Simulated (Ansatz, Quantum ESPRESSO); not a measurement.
## LiBe3 (Fm-3m): zone-centre phonons

Wanted: the vibrations of LiBe3 (Fm-3m) at Γ, by two programs.

Program: Quantum ESPRESSO 7.5. Level of theory: DFT LDA, scalar-relativistic, plane waves, GBRV ultrasoft pseudopotentials. Results are calculated unless marked as measured.

The structure was built from a prototype and need not be the compound's stable phase.

**1. The structure**

Symmetry: Fm-3m, No. 225, cubic system. Conventional cell: a = 5.570 Å, b = 5.570 Å, c = 5.570 Å, α = 90.00°, β = 90.00°, γ = 90.00°. Nearest to Li lie 8 Be at 2.41 Å. Be has 8 Be at 2.41 Å nearest. Be has 4 Be at 2.41 Å and 4 Li at 2.41 Å nearest. Farther neighbours are not listed.

As a file:

```cif
data_structure
_symmetry_space_group_name_H-M 'P 1'
_symmetry_Int_Tables_number 1
_cell_length_a 3.9385
_cell_length_b 3.9385
_cell_length_c 3.9385
_cell_angle_alpha 60.000
_cell_angle_beta 60.000
_cell_angle_gamma 60.000
_cell_volume 43.20
loop_
_atom_site_label
_atom_site_type_symbol
_atom_site_fract_x
_atom_site_fract_y
_atom_site_fract_z
_atom_site_occupancy
Li1 Li 0.00000 0.00000 0.00000 1
Be2 Be 0.50000 0.50000 0.50000 1
Be3 Be 0.75000 0.75000 0.75000 1
Be4 Be 0.25000 0.25000 0.25000 1
```

**2. A first look**

A cheap run with smearing and empty bands tells whether the crystal has a gap, which decides between fixed occupations and smearing later on.

Input file probe.in:

```
 &control
    calculation='scf',
    prefix='x',
    outdir='./tmp',
    pseudo_dir='./pseudo',
    tprnfor=.true.,
    tstress=.true.,
    verbosity='high',
 /
 &system
    ibrav=2,
    celldm(1)=10.52559801,
    nat=4,
    ntyp=2,
    ecutwfc=45.0,
    ecutrho=270.0,
    occupations='smearing',
    smearing='gaussian',
    degauss=0.01,
 /
 &electrons
    conv_thr=1.0d-07,
    mixing_beta=0.7,
    electron_maxstep=100,
 /
ATOMIC_SPECIES
 Li      6.9400  Li.upf
 Be      9.0122  Be.upf
ATOMIC_POSITIONS crystal
 Li     0.000000000   0.000000000   0.000000000
 Be     0.500000000   0.500000000   0.500000000
 Be     0.750000000   0.750000000   0.750000000
 Be     0.250000000   0.250000000   0.250000000
K_POINTS automatic
 6 6 6 0 0 0
```

Started as:

```bash
$ OMP_NUM_THREADS=1 mpirun -n 4 pw.x -nk 4 -in probe.in > probe.out
```

What it wrote:

```text
[banners, grids, parts of the stress and lines that vanish by symmetry left out]
Program PWSCF v.7.5
     bravais-lattice index     =            2
     lattice parameter (alat)  =      10.5256  a.u.
[...]
kinetic-energy cutoff     =      45.0000  Ry
     charge density cutoff     =     270.0000  Ry
     scf convergence threshold =      1.0E-07
[...]
Exchange-correlation=  SLA  PZ   NOGX NOGC
                           (   1   1   0   0   0   0   0)
[...]
48 Sym. Ops., with inversion, found
[...]
(     0          1          0      )
                  (     0          0          1      )
[...]
(  0.0000000  1.0000000  0.0000000 )
                  (  0.0000000  0.0000000  1.0000000 )
[...]
(     1          0         -1      )
                  (     0          0         -1      )
[...]
(     0          1          0      )
[...]
( -1.0000000  0.0000000  0.0000000 )
                  (  0.0000000  1.0000000  0.0000000 )
[...]
number of k points=    16  Gaussian smearing, width (Ry)=  0.0100
[...]
End of self-consistent calculation
[...]
the Fermi energy is     4.6857 ev
!    total energy              =     -98.20771300 Ry
[...]
convergence has been achieved in   5 iterations
[...]
atom    1 type  1   force =     0.00000000    0.00000000    0.00000000
     atom    2 type  2   force =     0.00000000    0.00000000    0.00000000
     atom    3 type  2   force =     0.00000000   -0.00000000    0.00000000
     atom    4 type  2   force =    -0.00000000    0.00000000    0.00000000
[...]
Total force =     0.000000     Total SCF correction =     0.000000
[...]
total   stress  (Ry/bohr**3)                   (kbar)     P=     -153.99
[...]
XML data file, charge density, pseudopotentials, collected wavefunctions

   JOB DONE.
```

Run time: 1.6 s. Hardware: 4 MPI ranks of Arm Neoverse V2, shared host.

Numbers from this step:

```
volume per atom   : 10.80 Å³
pressure          : -15.40 GPa
gap on the k-mesh : 0 eV
```

No gap opens on this mesh, so smearing is kept; the start stands at -15 GPa.

**3. Relaxing the cell and atoms**

The harmonic expansion starts where the forces on the atoms vanish, and stress shifts the frequencies, so cell and atoms are relaxed with tight thresholds.

Input file relax.in:

```
 &control
    calculation='vc-relax',
    prefix='x',
    outdir='./tmp',
    pseudo_dir='./pseudo',
    tprnfor=.true.,
    tstress=.true.,
    forc_conv_thr=2.0d-05,
    etot_conv_thr=1.0d-07,
    nstep=40,
 /
 &system
    ibrav=2,
    celldm(1)=10.52559801,
    nat=4,
    ntyp=2,
    ecutwfc=45.0,
    ecutrho=270.0,
    occupations='smearing',
    smearing='mv',
    degauss=0.02,
 /
 &electrons
    conv_thr=1.0d-11,
    mixing_beta=0.7,
    electron_maxstep=100,
 /
 &ions
 /
 &cell
    press_conv_thr=0.2,
 /
ATOMIC_SPECIES
 Li      6.9400  Li.upf
 Be      9.0122  Be.upf
ATOMIC_POSITIONS crystal
 Li     0.000000000   0.000000000   0.000000000
 Be     0.500000000   0.500000000   0.500000000
 Be     0.750000000   0.750000000   0.750000000
 Be     0.250000000   0.250000000   0.250000000
K_POINTS automatic
 10 10 10 0 0 0
```

Started as:

```bash
$ OMP_NUM_THREADS=1 mpirun -n 4 pw.x -nk 4 -in relax.in > relax.out
```

What it wrote:

```text
[banners, grids, parts of the stress and lines that vanish by symmetry left out]
[banner, memory and clock lines left out]
Program PWSCF v.7.5

[...]
kinetic-energy cutoff     =      45.0000  Ry
     charge density cutoff     =     270.0000  Ry
     scf convergence threshold =      1.0E-11
[...]
energy convergence thresh.=      1.0E-07
     force convergence thresh. =      2.0E-05
     press convergence thresh. =      2.0E-01
     Exchange-correlation=  SLA  PZ   NOGX NOGC
                           (   1   1   0   0   0   0   0)
[...]
48 Sym. Ops., with inversion, found
[...]
number of k points=    47  Marzari-Vanderbilt smearing, width (Ry)=  0.0200
[...]
End of self-consistent calculation
[...]
the Fermi energy is     4.4990 ev
!    total energy              =     -98.20536538 Ry
[...]
convergence has been achieved in   8 iterations
[...]
atom    1 type  1   force =     0.00000000    0.00000000    0.00000000
     atom    2 type  2   force =     0.00000000    0.00000000    0.00000000
     atom    3 type  2   force =     0.00000000    0.00000000   -0.00000000
     atom    4 type  2   force =     0.00000000    0.00000000    0.00000000
     Total force =     0.000000     Total SCF correction =     0.000000
[...]
total   stress  (Ry/bohr**3)                   (kbar)     P=     -151.03
[...]
number of bfgs steps    =   0
[...]
CELL_PARAMETERS (alat= 10.52559801)
[...]
ATOMIC_POSITIONS (crystal)
Li               0.0000000000        0.0000000000        0.0000000000
Be               0.5000000000        0.5000000000        0.5000000000
Be               0.7500000000        0.7500000000        0.7500000000
Be               0.2500000000        0.2500000000        0.2500000000
[...]
New effective cutoffs (rho, wfc):  283.77   47.40
[...]
End of self-consistent calculation
[...]
the Fermi energy is     5.0125 ev
!    total energy              =     -98.22546524 Ry
[...]
convergence has been achieved in   8 iterations
[...]
atom    1 type  1   force =     0.00000000    0.00000000    0.00000000
     atom    2 type  2   force =     0.00000000    0.00000000    0.00000000
     atom    3 type  2   force =    -0.00000000   -0.00000000    0.00000000
     atom    4 type  2   force =     0.00000000    0.00000000   -0.00000000
     Total force =     0.000000     Total SCF correction =     0.000000
[...]
total   stress  (Ry/bohr**3)                   (kbar)     P=     -117.13
[...]
number of bfgs steps    =   1
[...]
CELL_PARAMETERS (alat= 10.52559801)
[...]
ATOMIC_POSITIONS (crystal)
[...]
New effective cutoffs (rho, wfc):  307.60   51.38
[...]
End of self-consistent calculation
[...]
the Fermi energy is     5.8707 ev
!    total energy              =     -98.24248688 Ry
[...]
convergence has been achieved in   9 iterations
[...]
atom    1 type  1   force =     0.00000000    0.00000000   -0.00000000
     atom    2 type  2   force =    -0.00000000    0.00000000    0.00000000
     atom    3 type  2   force =    -0.00000000   -0.00000000    0.00000000
     atom    4 type  2   force =     0.00000000    0.00000000   -0.00000000
     Total force =     0.000000     Total SCF correction =     0.000000
[...]
total   stress  (Ry/bohr**3)                   (kbar)     P=      -38.49
[...]
total   stress  (Ry/bohr**3)                   (kbar)     P=        9.57
[...]
number of bfgs steps    =   3
[...]
CELL_PARAMETERS (alat= 10.52559801)
[...]
ATOMIC_POSITIONS (crystal)
[...]
New effective cutoffs (rho, wfc):  316.68   52.90
[...]
End of self-consistent calculation
[...]
the Fermi energy is     6.1999 ev
!    total energy              =     -98.24388043 Ry
[...]
convergence has been achieved in   8 iterations
[...]
Total force =     0.000000     Total SCF correction =     0.000000
[...]
total   stress  (Ry/bohr**3)                   (kbar)     P=       -0.51
[...]
number of bfgs steps    =   4
[...]
CELL_PARAMETERS (alat= 10.52559801)
[...]
ATOMIC_POSITIONS (crystal)
[...]
New effective cutoffs (rho, wfc):  316.79   52.92
[...]
End of self-consistent calculation
[...]
the Fermi energy is     6.2041 ev
!    total energy              =     -98.24388064 Ry
[...]
convergence has been achieved in   5 iterations
[...]
Total force =     0.000000     Total SCF correction =     0.000000
[...]
total   stress  (Ry/bohr**3)                   (kbar)     P=       -0.01
[...]
number of bfgs steps    =   5
[...]
small trust_radius: resetting bfgs history
[...]
CELL_PARAMETERS (alat= 10.52559801)
[...]
ATOMIC_POSITIONS (crystal)
[...]
New effective cutoffs (rho, wfc):  316.79   52.92
[...]
End of self-consistent calculation
[...]
the Fermi energy is     6.2041 ev
!    total energy              =     -98.24388064 Ry
[...]
convergence has been achieved in   2 iterations
[...]
atom    1 type  1   force =     0.00000000    0.00000000    0.00000000
     atom    2 type  2   force =     0.00000000   -0.00000000    0.00000000
     atom    3 type  2   force =    -0.00000000    0.00000000    0.00000000
     atom    4 type  2   force =     0.00000000   -0.00000000   -0.00000000
     Total force =     0.000000     Total SCF correction =     0.000000
[...]
total   stress  (Ry/bohr**3)                   (kbar)     P=       -0.00
[...]
bfgs converged in   7 scf cycles and   6 bfgs steps
[...]
End of BFGS Geometry Optimization
     Final enthalpy           =     -98.2438806422 Ry
     File ./tmp/x.bfgs deleted, as requested
[...]
CELL_PARAMETERS (alat= 10.52559801)
[...]
ATOMIC_POSITIONS (crystal)
[...]
Be               0.7500000000        0.7500000000        0.7500000000
Be               0.2500000000        0.2500000000        0.2500000000
[...]
Final scf calculation at the relaxed structure.
[...]
kinetic-energy cutoff     =      45.0000  Ry
     charge density cutoff     =     270.0000  Ry
     scf convergence threshold =      1.0E-13
[...]
press convergence thresh. =      2.0E-01
     Exchange-correlation=  SLA  PZ   NOGX NOGC
                           (   1   1   0   0   0   0   0)
[...]
48 Sym. Ops., with inversion, found
[...]
number of k points=    47  Marzari-Vanderbilt smearing, width (Ry)=  0.0200
[...]
End of self-consistent calculation
[...]
the Fermi energy is     6.2041 ev
!    total energy              =     -98.24380944 Ry
[...]
convergence has been achieved in  11 iterations
[...]
atom    1 type  1   force =     0.00000000    0.00000000   -0.00000000
     atom    2 type  2   force =     0.00000000    0.00000000    0.00000000
     atom    3 type  2   force =    -0.00000000   -0.00000000    0.00000000
     atom    4 type  2   force =     0.00000000    0.00000000   -0.00000000
     Total force =     0.000000     Total SCF correction =     0.000000
[...]
total   stress  (Ry/bohr**3)                   (kbar)     P=       -0.63
[...]
XML data file, charge density, pseudopotentials, collected wavefunctions
```

It took 18 s on 4 MPI ranks.

The steps of the relaxation:

```
step  energy less that of the first step (eV)  largest force (eV/Å)  pressure (GPa)  volume (Å³)
   1                                   0.0000                0.0000          -15.10        43.20
   2                                  -0.2735                0.0000          -11.71        39.96
   3                                  -0.5051                0.0000           -3.85        35.41
   4                                  -0.5230                0.0000            0.96        33.54
   5                                  -0.5240                0.0000           -0.05        33.89
   6                                  -0.5240                0.0000            0.00        33.88
   7                                  -0.5240                0.0000            0.00        33.88
   8                                  -0.5231                0.0000           -0.06        33.88
```

```
conventional cell, symmetrised  before  after   change
                         a (Å)   5.570  5.136   -7.8 %
                         b (Å)   5.570  5.136   -7.8 %
                         c (Å)   5.570  5.136   -7.8 %
              volume (Å³/atom)   10.80   8.47  -21.6 %
```

Final coordinates:

```
Li Be
1.0
    -2.56817    0.00000    2.56817
     0.00000    2.56817    2.56817
    -2.56817    2.56817    0.00000
Li Be
1 3
Direct
  0.00000 0.00000 0.00000
  0.50000 0.50000 0.50000
  0.75000 0.75000 0.75000
  0.25000 0.25000 0.25000
```

The last row of the table of steps is pw.x's closing run on a basis chosen anew for the final cell, so its energy can jump.

This step gave:

| Item | Value |
| --- | --- |
| volume per atom | 8.469 Å³ |
| pressure | -0.063 GPa |

The volume changes by -21.6 % from the cell with which this run began.

**4. Self-consistent run for the response**

The response is built on this ground state, so it is converged far tighter than an energy would need. Smearing stays on, as the first look found no gap above 0.3 eV.

Input file scf.in:

```
 &control
    calculation='scf',
    prefix='x',
    outdir='./tmp',
    pseudo_dir='./pseudo',
    tprnfor=.true.,
    tstress=.true.,
 /
 &system
    ibrav=2,
    celldm(1)=9.70626597,
    nat=4,
    ntyp=2,
    ecutwfc=45.0,
    ecutrho=270.0,
    occupations='smearing',
    smearing='mv',
    degauss=0.02,
 /
 &electrons
    conv_thr=1.0d-12,
    mixing_beta=0.7,
    electron_maxstep=100,
 /
ATOMIC_SPECIES
 Li      6.9400  Li.upf
 Be      9.0122  Be.upf
ATOMIC_POSITIONS crystal
 Li     0.000000000   0.000000000   0.000000000
 Be     0.500000000   0.500000000   0.500000000
 Be     0.750000000   0.750000000   0.750000000
 Be     0.250000000   0.250000000   0.250000000
K_POINTS automatic
 12 12 12 0 0 0
```

Started as:

```bash
$ OMP_NUM_THREADS=1 mpirun -n 4 pw.x -nk 4 -in scf.in > scf.out
```

What it wrote:

```text
[banners, grids, parts of the stress and lines that vanish by symmetry left out]
[banner, memory and clock lines left out]
Program PWSCF v.7.5

[...]
kinetic-energy cutoff     =      45.0000  Ry
     charge density cutoff     =     270.0000  Ry
     scf convergence threshold =      1.0E-12
[...]
Exchange-correlation=  SLA  PZ   NOGX NOGC
                           (   1   1   0   0   0   0   0)
[...]
48 Sym. Ops., with inversion, found
[...]
number of k points=    72  Marzari-Vanderbilt smearing, width (Ry)=  0.0200
[...]
End of self-consistent calculation
[...]
the Fermi energy is     6.2530 ev
!    total energy              =     -98.24387727 Ry
[...]
convergence has been achieved in   9 iterations
[...]
atom    1 type  1   force =     0.00000000    0.00000000    0.00000000
     atom    2 type  2   force =    -0.00000000   -0.00000000   -0.00000000
     atom    3 type  2   force =    -0.00000000    0.00000000   -0.00000000
     atom    4 type  2   force =     0.00000000    0.00000000    0.00000000
     Total force =     0.000000     Total SCF correction =     0.000000
[...]
total   stress  (Ry/bohr**3)                   (kbar)     P=       -0.42
[...]
XML data file, charge density, pseudopotentials, collected wavefunctions
```

The job ended after 4.7 s (4 MPI ranks; 19 s of CPU time).

This step gave:

| Property | Result |
| --- | --- |
| pressure | -0.042 GPa |

The cell stands at -0.042 GPa, close enough for phonons.

[end of part 1 of 3]

[Host names and launcher messages were left out of these logs when they were recorded.]

[Logs are printed without paths, hosts, clocks, repeated set-up lines and the standing remarks that a program may print on its own settings, such as how far it seeks lower states.]

[Hosts, paths, dates, database ids (printed as entryN), source tags and the programs' standing remarks are cut or masked in the printed files.]
